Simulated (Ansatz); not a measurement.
# How many bands does the GW gap of V2O5 (Pmmn) need?, part 2 of 2

How do accuracy and time trade against each other in G0W0 on V2O5 (Pmmn)?

Ansatz 0.2.0; G0W0 on LDA, plane waves, PAW. Known limits of the many-body steps: not at the basis limit; no spin polarisation; d states lean on the start; coarse k mesh.

So far. Step 4 (982 empty bands, screening to 180 eV): Against the run with 4×2×4 mesh, 456 empty bands, screening to 108 eV, the gap moves by +0.05 eV.

### 5. Changing the k mesh: 4×2×2 mesh, 456 empty bands, screening to 108 eV

Only the mesh changes. It samples the long-range screening, which converges on its own terms. Bands and cutoff differ from the step before, so it is read against an earlier run that matches them.

The input, input.yaml:

```yaml
crystal:
  lattice:
    - [3.564, 0.0, 0.0]
    - [0.0, 11.512, 0.0]
    - [0.0, 0.0, 4.368]
  atoms:
    - { symbol: V, position: [0.0, 0.85118, 0.1083] }
    - { symbol: V, position: [0.0, 0.14882, 0.1083] }
    - { symbol: V, position: [0.5, 0.35118, 0.8917] }
    - { symbol: V, position: [0.5, 0.64882, 0.8917] }
    - { symbol: O, position: [0.0, 0.8543, 0.469] }
    - { symbol: O, position: [0.0, 0.1457, 0.469] }
    - { symbol: O, position: [0.5, 0.3543, 0.531] }
    - { symbol: O, position: [0.5, 0.6457, 0.531] }
    - { symbol: O, position: [0.0, 0.6811, 0.997] }
    - { symbol: O, position: [0.0, 0.3189, 0.997] }
    - { symbol: O, position: [0.5, 0.1811, 0.003] }
    - { symbol: O, position: [0.5, 0.8189, 0.003] }
    - { symbol: O, position: [0.0, 0.0, 0.999] }
    - { symbol: O, position: [0.5, 0.5, 0.001] }
kpoints:
  mp_grid: { grid: [4, 2, 2] }
hamiltonian:
  xc: lda
scf:
  occupations: { method: fixed }
gw:
  n_empty_bands: 456
  ecut_chi: 108
  qp_bands: [v4, c4]
  qp_kpoints: band_edges
  screening: { model: contour_deformation }
```

Started as:

```
$ ansatz run input.yaml --threads 3 --pin off --max-ram 92160MiB --backend cuda --events-out ev --progress --plain --runs-dir out --devices 1 --max-vram 13GiB  # rebuilt from the run's record
```

Numbers of over 12 decimals in the logs are rounded to 6 here.

Log:

```text
GPUs: using 1 of 1 available (devices: 1).
[...]
GPU FFT provider: cuFFT
GPU libraries: cuBLAS 13.8.2, cuFFT 12.4.0, cuSOLVER 12.3.4
Crystal: 14 atoms, lattice volume = 179.214 Å³
Basis set: ecut = 420 eV, 3495 PW (Γ)
Bands: 70, of which v1, the nominal top of the filled ones, is band 56 counted from 1 (55 counted from 0)
Symmetry: 8 space group operations
[...]
k-points: 12 of 16
[...]
11    56      3.8515   -26.1018     4.6574   -21.2814  0.6933     3.6879     3.6886  root
    11    57      6.2231   -16.6591    -6.6244   -24.8596  0.6909     7.9027     7.7992  root ?
    11    58      6.2231   -16.6591    -6.6244   -24.8596  0.6909     7.9027     7.7992  root ?
    11    59      6.9017   -16.5217    -6.8790   -24.9987  0.6794     8.6198     8.4998  root ?
    11    60      6.9017   -16.5217    -6.8790   -24.9987  0.6794     8.6198     8.4998  root ?
[key lines of the parts left out:]
SCF converged after 11 iterations
Free energy (F): -17000.730188 eV
Fermi energy:    3.861734 eV
```

The job ended after 24 s (1 × NVIDIA H100 80GB HBM3 (shared by 6 runs) with 3 threads of AMD EPYC 7R13 (Zen 3), shared host; peak memory 1.9 GiB; 45 s of CPU time).

This step gave:

| Quantity | Value |
| --- | --- |
| bands summed | 512 |
| RPA ε∞ on this mesh (eigenvalues) | 4.034, 5.998, 6.521 |
| plane waves in the screening matrix | 447 |
| G0W0 gap on the mesh | 3.525 eV |
| k of the valence top | -0.5, 0, -0.5 |
| k of the conduction bottom | 0, 0, 0 |
| starting gap on the mesh | 1.730 eV |
| least direct G0W0 gap on the computed points | 3.784 eV |

Against the run with 4×2×4 mesh, 456 empty bands, screening to 108 eV, the gap moves by −0.002 eV.

### 6. Changing the frequency model: 4×2×4 mesh, 982 empty bands, screening to 180 eV, plasmon pole

A plasmon pole stands in for the full frequency dependence of the screening; this run shows what that costs in accuracy. Bands and cutoff differ from the step before, so it is read against an earlier run that matches them.

input.yaml, as its differences from that of step 5:

```diff
@@ -21,3 +21,3 @@
 kpoints:
-  mp_grid: { grid: [4, 2, 2] }
+  mp_grid: { grid: [4, 2, 4] }
 hamiltonian:
@@ -27,6 +27,6 @@
 gw:
-  n_empty_bands: 456
-  ecut_chi: 108
+  n_empty_bands: 982
+  ecut_chi: 180.0
   qp_bands: [v4, c4]
   qp_kpoints: band_edges
-  screening: { model: contour_deformation }
+  screening: { model: godby_needs }
```

Log:

```text
GPUs: using 1 of 1 available (devices: 1).
[...]
GPU FFT provider: cuFFT
GPU libraries: cuBLAS 13.8.2, cuFFT 12.4.0, cuSOLVER 12.3.4
Crystal: 14 atoms, lattice volume = 179.214 Å³
Basis set: ecut = 420 eV, 3495 PW (Γ)
Bands: 70, of which v1, the nominal top of the filled ones, is band 56 counted from 1 (55 counted from 0)
Symmetry: 8 space group operations
[...]
k-points: 18 of 32
[...]
0    60      7.1661   -16.8584    -6.3617   -24.9138  0.7450     8.8852     8.8598  root
[...]
17    57      6.2197   -16.6365    -6.5751   -24.8612  0.7481     7.8839     7.8692  root
    17    58      6.2197   -16.6365    -6.5751   -24.8612  0.7481     7.8839     7.8692  root
    17    59      6.8969   -16.5280    -6.7420   -25.0003  0.7402     8.6294     8.6272  root
    17    60      6.8969   -16.5280    -6.7420   -25.0003  0.7402     8.6294     8.6272  root
[key lines of the parts left out:]
SCF converged after 11 iterations
Free energy (F): -17000.857985 eV
Fermi energy:    3.856133 eV
```

Elapsed: 3 min, on 1 × NVIDIA H100 80GB HBM3 (shared by 6 runs) with 3 threads; peak memory 7.3 GiB; 7 min of CPU time.

Numbers from this step:

```
bands summed                                 : 1038
plasmon-pole fit frequency                   : 29.35 eV
RPA ε∞ on this mesh (eigenvalues)            : 3.734, 5.937, 6.457
plane waves in the screening matrix          : 979
G0W0 gap on the mesh                         : 3.662 eV
k of the valence top                         : -0.5, 0, -0.5
k of the conduction bottom                   : 0, 0, 0
starting gap on the mesh                     : 1.731 eV
least direct G0W0 gap on the computed points : 3.942 eV
```

Against the run with 4×2×4 mesh, 982 empty bands, screening to 180 eV, the gap moves by +0.09 eV.

### 7. Changing the files and raising the bands: 4×2×4 mesh, 1456 empty bands, screening to 234 eV, hard PAW files

Other atomic data (hard PAW) test the pseudisation: the cutoff goes from 420 to 930 eV, with the same valence electrons. Bands and screening cutoff change too, so the step is no clean test of the files.

input.yaml, as its differences from that of step 6:

```diff
@@ -24,2 +24,3 @@
   xc: lda
+  pseudopotentials: { kind: paw, source: ansatz }
 scf:
@@ -27,6 +28,6 @@
 gw:
-  n_empty_bands: 982
-  ecut_chi: 180.0
+  n_empty_bands: 1456
+  ecut_chi: 234.0
   qp_bands: [v4, c4]
   qp_kpoints: band_edges
-  screening: { model: godby_needs }
+  screening: { model: contour_deformation }
```

Log:

```text
GPUs: using 1 of 1 available (devices: 1).
[...]
GPU FFT provider: cuFFT
GPU libraries: cuBLAS 13.8.2, cuFFT 12.4.0, cuSOLVER 12.3.4
Crystal: 14 atoms, lattice volume = 179.214 Å³
Basis set: ecut = 930 eV, 11481 PW (Γ)
Bands: 70, of which v1, the nominal top of the filled ones, is band 56 counted from 1 (55 counted from 0)
Symmetry: 8 space group operations
[...]
k-points: 18 of 32
[...]
0    60      7.1535   -16.8466    -6.9199   -24.8980  0.6602     8.3367     8.2851  root
[...]
17    57      6.2060   -16.6231    -7.0467   -24.8410  0.6821     7.4304     7.3772  root
    17    58      6.2060   -16.6231    -7.0467   -24.8410  0.6821     7.4304     7.3772  root
    17    59      6.8837   -16.5146    -7.2666   -24.9804  0.6710     8.1422     8.0829  root
    17    60      6.8837   -16.5146    -7.2666   -24.9804  0.6710     8.1422     8.0829  root
[key lines of the parts left out:]
SCF converged after 14 iterations
Free energy (F): -17001.019983 eV
Fermi energy:    3.841858 eV
```

The job ended after 8.7 min (1 × NVIDIA H100 80GB HBM3 (shared by 6 runs) with 3 threads; peak memory 12 GiB).

This step gave:

```
bands summed                                 : 1512
RPA ε∞ on this mesh (eigenvalues)            : 3.733, 5.930, 6.447
plane waves in the screening matrix          : 1471
G0W0 gap on the mesh                         : 3.534 eV
k of the valence top                         : -0.5, 0, -0.5
k of the conduction bottom                   : 0, 0, 0
starting gap on the mesh                     : 1.732 eV
least direct G0W0 gap on the computed points : 3.787 eV
```

Against the run with 4×2×4 mesh, 982 empty bands, screening to 180 eV, the gap moves by −0.04 eV.

### 8. Side by side

Times are wall times on 1 × NVIDIA H100 80GB HBM3 (shared by 6 runs) with 3 threads of AMD EPYC 7R13 (Zen 3), shared host, good to a factor of about two.

| mesh | files | frequency | bands summed | cutoff (eV) | start (eV) | G0W0 (eV) | time | host memory (GiB) |
| --- | --- | --- | --- | --- | --- | --- | --- | --- |
| 4×2×4 | default PAW | contour deformation | 217 | 54 | 1.731 | 3.747 | 27 s | 1.4 |
| 4×2×4 | default PAW | contour deformation | 512 | 108 | 1.731 | 3.526 | 53 s | 2.3 |
| 4×2×4 | default PAW | contour deformation | 1038 | 180 | 1.731 | 3.571 | 3.3 min | 4.9 |
| 4×2×2 | default PAW | contour deformation | 512 | 108 | 1.730 | 3.525 | 24 s | 1.9 |
| 4×2×4 | default PAW | plasmon pole | 1038 | 180 | 1.731 | 3.662 | 3 min | 7.3 |
| 4×2×4 | hard PAW | contour deformation | 1512 | 234 | 1.732 | 3.534 | 8.7 min | 12 |

How the two edges are built up, in eV (the quasiparticle level is the starting level plus Σx plus Σc less Vxc):

| run | edge | start | Σx | Σc | Vxc | Z | QP |
| --- | --- | --- | --- | --- | --- | --- | --- |
| 217 bands | valence top | 3.86 | -25.97 | 4.84 | -21.20 | 0.70 | 3.93 |
| 217 bands | conduction bottom | 5.59 | -15.75 | -6.45 | -24.28 | 0.71 | 7.67 |
| 512 bands | valence top | 3.86 | -25.97 | 4.61 | -21.20 | 0.69 | 3.70 |
| 512 bands | conduction bottom | 5.59 | -15.75 | -6.89 | -24.28 | 0.70 | 7.23 |
| 1038 bands | valence top | 3.86 | -25.97 | 4.38 | -21.20 | 0.69 | 3.47 |
| 1038 bands | conduction bottom | 5.59 | -15.75 | -7.08 | -24.28 | 0.70 | 7.04 |

### 9. Summary of results

| Quantity | Value |
| --- | --- |
| 217 bands, 54 eV | 3.747 eV |
| 512 bands, 108 eV | 3.526 eV |
| 1038 bands, 180 eV | 3.571 eV |
| mesh and start | 4×2×4, LDA |

From 217 to 1038 bands the gap moves by −0.18 eV while the time grows 7.2-fold. Σc changes by −0.46 eV at the valence top and −0.64 eV at the conduction bottom, so the levels themselves move more than the gap between them. The gap turns back along the series, so no limit is drawn from it. On the 4×2×2 mesh in place of 4×2×4 the gap differs by −0.002 eV, of which −0.002 eV is already in the start. The plasmon-pole model gives +0.09 eV against contour deformation, 5 % of the correction, and saved no time in this program. With hard PAW files and 1512 bands the gap is 3.53 eV. The 4×2×4 mesh is coarse for this cell (its supercell is 14 Å along the shortest edge). The RPA ε∞ on it, from the LDA start, is 3.73, 5.94 and 6.46; such meshes misread the long-range screening, most where the gap is narrow. The runs have no spin polarisation. For a closed low-spin shell that is the natural state; where a d or f shell is open it is a constraint, and the gap is then not the crystal's own. With d states at the gap, one-shot GW leans hard on its start.

[Paths, hosts, dates, memory and timing lines, banners, echoed tables and standing remarks are left out of the program output.]

[Logs are printed without paths, hosts, clocks, repeated set-up lines and the standing remarks that a program may print on its own settings, such as how far it seeks lower states.]

[Runs of the session that timed out or met a known fault of the program may be left out.]

[Cells called generated may have been cut or substituted from an entry of the Crystallography Open Database or the Materials Project.]

[Hosts, paths, dates, database ids (printed as entryN), source tags and the programs' standing remarks are cut or masked in the printed files.]
